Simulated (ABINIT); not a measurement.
## Beyond one shot: SrIBr (Pnma)

Wanted: G0W0 and self-consistent gaps of SrIBr (Pnma), with the cost of the cycles.

Main program and level: ABINIT 10.8.3; LDA and many-body steps on it, plane waves.

## (1) The structure

The structure is orthorhombic, space group Pnma (No. 62). The conventional cell has a = 8.169 Å, b = 5.132 Å, c = 11.031 Å, α = 90.00°, β = 90.00°, γ = 90.00°. Nearest to Sr lie 3 Br at 3.07 to 3.12 Å and 4 I at 3.39 to 3.51 Å. Nearest to I lie 4 Sr at 3.39 to 3.51 Å. Nearest to Br lie 3 Sr at 3.07 to 3.12 Å. Farther neighbours and most contacts between anions are not listed.

The cell and positions are those that the Materials Project relaxed with its own functionals (PBE, PBE+U or r2SCAN), kept fixed. Spin-orbit coupling is left out unless a step names it.

## (2) Empty states on the mesh, 2×2×1 mesh, 326 bands

This step: ABINIT 10.8.3; DFT, LDA, plane waves, norm-conserving pseudopotentials.

The sums over transitions need many empty states on a uniform mesh; this step solves for them.

Input file run.abi:

```
acell 3*1.0 Angstrom
rprim 
  8.169106000000 0.000000000000 0.000000000000
  0.000000000000 5.131914000000 0.000000000000
  0.000000000000 0.000000000000 11.030852000000
ntypat 3
znucl 38 53 35
natom 12
typat 1 1 1 1 2 2 2 2 3 3 3 3
xred 
  0.280131000000 0.750000000000 0.421100000000
  0.780131000000 0.750000000000 0.078900000000
  0.719869000000 0.250000000000 0.578900000000
  0.219869000000 0.250000000000 0.921100000000
  0.367160000000 0.750000000000 0.109521000000
  0.867160000000 0.750000000000 0.390479000000
  0.632840000000 0.250000000000 0.890479000000
  0.132840000000 0.250000000000 0.609521000000
  0.517796000000 0.750000000000 0.637160000000
  0.017796000000 0.750000000000 0.862840000000
  0.482204000000 0.250000000000 0.362840000000
  0.982204000000 0.250000000000 0.137160000000
pp_dirpath "pseudos"
pseudos "Sr.upf, I.upf, Br.upf"
ecut 31
ngkpt 2 2 1
nshiftk 1
shiftk 0 0 0
kptopt 1
chksymbreak 0
iscf -2
irdden 1
istwfk *1
nband 326
nbdbuf 28
tolwfr 1e-09
nstep 60
prtvol 0
indata_prefix "in"
outdata_prefix "out"
tmpdata_prefix "tmp"
```

Run with:

```
$ OMP_NUM_THREADS=1 mpirun -n 4 abinit run.abi > log
```

Numbers of over 12 decimals in the logs are rounded to 6 here.

The log of the run:

```text
.Version 10.8.3 of ABINIT. v10.8.2 released Aug 2026.

 Symmetries : space group Pn m a (# 62); Bravais oP (primitive ortho.)
[... echo of the input left out ...]
== DATASET  1 ==================================================================
-   mpi_nproc: 4, omp_nthreads: 1 (-1 if OMP is not activated)

--- !DatasetInfo
iteration_state: {dtset: 1, }
dimensions: {natom: 12, nkpt: 4, mband: 326, nsppol: 1, nspinor: 1, nspden: 1, mpw: 25776, }
cutoff_energies: {ecut:  31.0, pawecutdg:  -1.0, }
[...]
1.36895    1.37211    1.37230    1.37260    1.37807    1.38370    1.38627    1.39155
   1.39265    1.39548    1.39845    1.40792    1.40992    1.41029    1.41613    1.41700
   1.42265    1.42350    1.42513    1.42946    1.43052    1.43470
 prteigrs : prtvol=0 or 1, do not print more k-points.

== END DATASET(S) ==============================================================
================================================================================

 -outvars: echo values of variables after computation  --------
            nband         326
             nkpt           4
          spgroup          62
 [... the other variables as echoed above ...]

 Calculation completed.
```

Elapsed: 8.5 min, on 4 MPI ranks of Arm Neoverse V2, shared host; peak memory 1.1 GiB; 34 min of CPU time.

This step gave:

```
gap                                                           : 3.576 eV
k of the valence top                                          : 0, 0, 0
k of the conduction bottom                                    : 0, 0, 0
least direct gap                                              : 3.576 eV
k points computed                                             : 4
lowest point of the top converged band, above the valence top : 34.67 eV
```

On this mesh the gap is 3.576 eV.

The density comes from a self-consistent run that is not shown.

## (3) Screening, 2×2×1 mesh, 298 bands, screening to 89.8 eV

The RPA dielectric matrix is built and inverted for each q.

This step: RPA screening on LDA, plane waves, norm-conserving pseudopotentials.

Changes to run.abi since step 2:

```diff
@@ -30,10 +30,11 @@
 chksymbreak 0
-iscf -2
-irdden 1
 istwfk *1
-nband 326
-nbdbuf 28
-tolwfr 1e-09
-nstep 60
-prtvol 0
+occopt 1
+irdwfk 1
+optdriver 3
+nband 298
+ecuteps 3.3
+inclvkb 2
+awtr 1
+symchi 1
 indata_prefix "in"
```

The log of the run:

```text
.Version 10.8.3 of ABINIT. v10.8.2 released Aug 2026.

 Symmetries : space group Pn m a (# 62); Bravais oP (primitive ortho.)
[... echo of the input left out ...]
== DATASET  1 ==================================================================
-   mpi_nproc: 4, omp_nthreads: 1 (-1 if OMP is not activated)

--- !DatasetInfo
iteration_state: {dtset: 1, }
dimensions: {natom: 12, nkpt: 4, mband: 298, nsppol: 1, nspinor: 1, nspden: 1, mpw: 25776, }
cutoff_energies: {ecut:  31.0, pawecutdg:  -1.0, }
electrons: {nelect:   9.60000000E+01, charge:   0.00000000E+00, occopt:   1.00000000E+00, tsmear:   1.00000000E-02, }

 SCREENING: Calculation of the susceptibility and dielectric matrices

 Based on a program developped by R.W. Godby, V. Olevano, G. Onida, and L. Reining.
 Incorporated in ABINIT by V. Olevano, G.-M. Rignanese, and M. Torrent.
.Using double precision arithmetic ; gwpc =  8

[... cell and pseudopotentials left out ...]
--------------------------------------------------------------------------------

 ==== K-mesh for the wavefunctions ====
 Number of points in the irreducible wedge :     4
[... list of points left out ...]
 Together with  8 symmetry operations and time-reversal symmetry
 yields     4 points in the full Brillouin Zone.

 ==== Q-mesh for the screening function ====
 Number of points in the irreducible wedge :     4
[... list of points left out ...]
 Together with  8 symmetry operations and time-reversal symmetry
 yields     4 points in the full Brillouin Zone.

 setmesh: FFT mesh size selected  =    54x   36x   72
          total number of points  =       139968

 vcoul_init : cutoff-mode = AUXILIARY_FUNCTION
 q-points for optical limit:   1
     1)      0.000010    0.000020    0.000030

- screening: taking advantage of time-reversal symmetry
- Maximum band index for partially occupied states nbvw = 48
- Remaining bands to be divided among processors   nbcw = 250
- Number of bands treated by each node ~62

 Number of electrons calculated from density =   96.0000; Expected =   96.0000
 average of density, n =  0.030762
 r_s =    1.9799
 omega_plasma =   16.9185 [eV]

 calculating chi0 at frequencies [eV] :
  1    0.000000E+00    0.000000E+00
  2    0.000000E+00    1.691848E+01

--------------------------------------------------------------------------------
  q-point number  1        q = ( 0.000000, 0.000000, 0.000000) [r.l.u.]
--------------------------------------------------------------------------------
[... chi0 elements left out ...]
 For q-point:  0.000010 0.000020 0.000030
  dielectric constant =   3.7270
  dielectric constant without local fields =   4.4516

  Average fulfillment of the sum rule on Im[epsilon] for q-point    1 :     79.35  [%]
[... wings left out ...]
  q-point number  2        q = ( 0.500000, 0.000000, 0.000000) [r.l.u.]
--------------------------------------------------------------------------------
[... chi0 elements left out ...]
  Average fulfillment of the sum rule on Im[epsilon] for q-point    2 :     84.06  [%]

 [... 2 further q-points ...]
```

Run time: 11 min. Hardware: 4 MPI ranks; peak memory 6.2 GiB; 44 min of CPU time.

This step gave:

| Property | Result |
| --- | --- |
| ε∞ with local fields, on this mesh, along the program's q direction | 3.727 |
| the same without local fields | 4.452 |
| plasma frequency | 16.92 eV |
| plane waves in the screening matrix | 887 |

Local fields lower ε∞ by 16 %. On a Γ-centred mesh this coarse the value itself is usually too large, while a short band sum pulls it down.

## (4) G0W0

The self-energy is evaluated for the states that the input lists, and the levels follow from it, in one-shot runs by the linearised quasiparticle equation.

This step: G0W0 on LDA, plane waves, norm-conserving pseudopotentials.

Changes to run.abi since step 3:

```diff
@@ -33,8 +33,15 @@
 irdwfk 1
-optdriver 3
+optdriver 4
 nband 298
+gwcalctyp 0
+ecutsigx 31
+symsigma 1
+nkptgw 1
+kptgw 
+  0.0000000000 0.0000000000 0.0000000000
+bdgw 
+  47 50
 ecuteps 3.3
-inclvkb 2
-awtr 1
-symchi 1
+irdscr 1
+ppmodel 1
 indata_prefix "in"
```

The log of the run:

```text
.Version 10.8.3 of ABINIT. v10.8.2 released Aug 2026.

 Symmetries : space group Pn m a (# 62); Bravais oP (primitive ortho.)
[... echo of the input left out ...]
== DATASET  1 ==================================================================
-   mpi_nproc: 4, omp_nthreads: 1 (-1 if OMP is not activated)

--- !DatasetInfo
iteration_state: {dtset: 1, }
dimensions: {natom: 12, nkpt: 4, mband: 298, nsppol: 1, nspinor: 1, nspden: 1, mpw: 25776, }
cutoff_energies: {ecut:  31.0, pawecutdg:  -1.0, }
electrons: {nelect:   9.60000000E+01, charge:   0.00000000E+00, occopt:   1.00000000E+00, tsmear:   1.00000000E-02, }

 SIGMA: Calculation of the GW corrections

 Based on a program developped by R.W. Godby, V. Olevano, G. Onida, and L. Reining.
 Incorporated in ABINIT by V. Olevano, G.-M. Rignanese, and M. Torrent.
.Using double precision arithmetic ; gwpc =  8

[... cell and pseudopotentials left out ...]
--------------------------------------------------------------------------------

 ==== K-mesh for the wavefunctions ====
 Number of points in the irreducible wedge :     4
[... list of points left out ...]
 Together with  8 symmetry operations and time-reversal symmetry
 yields     4 points in the full Brillouin Zone.

 ==== Q-mesh for screening function ====
 Number of points in the irreducible wedge :     4
[... list of points left out ...]
 Together with  8 symmetry operations and time-reversal symmetry
 yields     4 points in the full Brillouin Zone.

 vcoul_init : cutoff-mode = AUXILIARY_FUNCTION
 q-points for optical limit:   1
     1)      0.000010    0.000020    0.000030
 setmesh: FFT mesh size selected  =    80x   50x  108
          total number of points  =       432000

 Number of electrons calculated from density =   96.0000; Expected =   96.0000
 average of density, n =  0.030762
 r_s =    1.9799
 omega_plasma =   16.9185 [eV]

 === KS Band Gaps ===
  >>>> For spin  1
   Minimum direct gap =   3.5759 [eV], located at k-point      :   0.0000  0.0000  0.0000
   Fundamental gap    =   3.5759 [eV], Top of valence bands at :   0.0000  0.0000  0.0000
                                       Bottom of conduction at :   0.0000  0.0000  0.0000
 SIGMA fundamental parameters:
 PLASMON POLE MODEL  1
 number of plane-waves for SigmaX                25715
 number of plane-waves for SigmaC and W            887
 number of plane-waves for wavefunctions         25715
 number of bands                                   298
 number of independent spin polarizations            1
 number of spinorial components                      1
 number of k-points in IBZ                           4
 number of q-points in IBZ                           4
 number of symmetry operations                       8
 number of k-points in BZ                            4
 number of q-points in BZ                            4
 number of frequencies for dSigma/dE                 9
 frequency step for dSigma/dE [eV]                0.25
 number of omega for Sigma on real axis              0
 max omega for Sigma on real axis  [eV]           0.00
 zcut for avoiding poles [eV]                     0.10

 EPSILON^-1 parameters (SCR file):
 dimension of the eps^-1 matrix on file            887
 dimension of the eps^-1 matrix used               887
 number of plane-waves for wavefunctions         25715
 number of bands                                   298
 number of q-points in IBZ                           4
 number of frequencies                               2
 number of real frequencies                          1
 number of imag frequencies                          1

 matrix elements of self-energy operator (all in [eV])

 Perturbative Calculation

--- !SelfEnergy_ee
iteration_state: {dtset: 1, }
kpoint     : [   0.000,    0.000,    0.000, ]
spin       : 1
KS_gap     :    3.576
QP_gap     :    5.365
Delta_QP_KS:    1.789
data: !SigmaeeData |
     Band     E0 <VxcDFT>   SigX SigC(E0)      Z dSigC/dE  Sig(E)    E-E0       E
       47   1.380 -12.099 -15.227   2.221   0.803  -0.246 -12.828  -0.728   0.652
       48   1.471 -11.638 -14.603   2.064   0.805  -0.242 -12.363  -0.725   0.746
       49   5.047  -7.825  -3.556  -3.001   0.839  -0.192  -6.761   1.064   6.111
       50   5.551  -8.286  -3.771  -3.045   0.834  -0.199  -7.060   1.226   6.777

== END DATASET(S) ==============================================================
================================================================================

 -outvars: echo values of variables after computation  --------
           etotal      0.0000000000E+00
            nband         298
             nkpt           4
          spgroup          62
 [... the other variables as echoed above ...]

 Calculation completed.
```

Elapsed: 43 s, on 4 MPI ranks; peak memory 4.3 GiB; 2.9 min of CPU time.

This step gave:

| Property | Result |
| --- | --- |
| G0W0 gap on the points computed | 5.365 eV |
| starting gap on the mesh | 3.576 eV |
| k of the valence top | 0, 0, 0 |
| k of the conduction bottom | 0, 0, 0 |
| Z at the valence top | 0.805 |
| Z at the conduction bottom | 0.839 |
| least direct G0W0 gap on the computed points | 5.365 eV |

The gap on the mesh goes from 3.58 eV to 5.37 eV, a correction of +1.79 eV.

[end of part 1 of 2]

[Paths, hosts, dates, memory and timing lines, banners, echoed tables and standing remarks are left out of the program output.]

[Logs are printed without paths, hosts, clocks, repeated set-up lines and the standing remarks that a program may print on its own settings, such as how far it seeks lower states.]

[Runs of the session that timed out or met a known fault of the program may be left out.]

[Hosts, paths, dates, database ids (printed as entryN), source tags and the programs' standing remarks are cut or masked in the printed files.]

[G0W0 gaps are taken among the corrected bands and points alone; a level outside them can change the order at an edge.]

[Where Ansatz stands beside ABINIT at settings called matched, ABINIT's density can come from a denser mesh and the files from another edition; pairs whose starting gaps differed by over 0.03 eV were left out, so agreement reads better than it is.]
